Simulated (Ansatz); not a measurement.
Rows from a G0W0 calculation on InP (F-43m) (Ansatz 0.2.0; G0W0 on PBE, plane waves, PAW; PAW set soft_1; 6×6×6 mesh, 210 empty bands, screening to 150 eV, PAW set soft_1 files), in eV. Spin-orbit coupling is left out.

| row | k | band | start | Σx | Σc at the solution | Vxc |
| --- | --- | --- | --- | --- | --- | --- |
| A | Γ | v1 | 6.986 | -16.665 | 1.106 | -15.069 |
| B | Γ | c1 | 7.676 | -10.330 | -3.731 | -14.069 |
| C | Γ | c2 | 11.071 | -7.119 | -4.356 | -11.557 |

Work out each quasiparticle level and how far it moved.

The quasiparticle equation reads E = start + Σx + Σc(E) − Vxc.

| row | E (eV) | shift (eV) |
| --- | --- | --- |
| A | 6.497 | −0.489 |
| B | 7.684 | +0.008 |
| C | 11.153 | +0.082 |

Limits: not at the basis limit; no spin-orbit coupling; coarse k mesh.

[Runs of the session that timed out or met a known fault of the program may be left out.]

[Cells called generated may have been cut or substituted from an entry of the Crystallography Open Database or the Materials Project.]

[Hosts, paths, dates, database ids (printed as entryN), source tags and the programs' standing remarks are cut or masked in the printed files.]
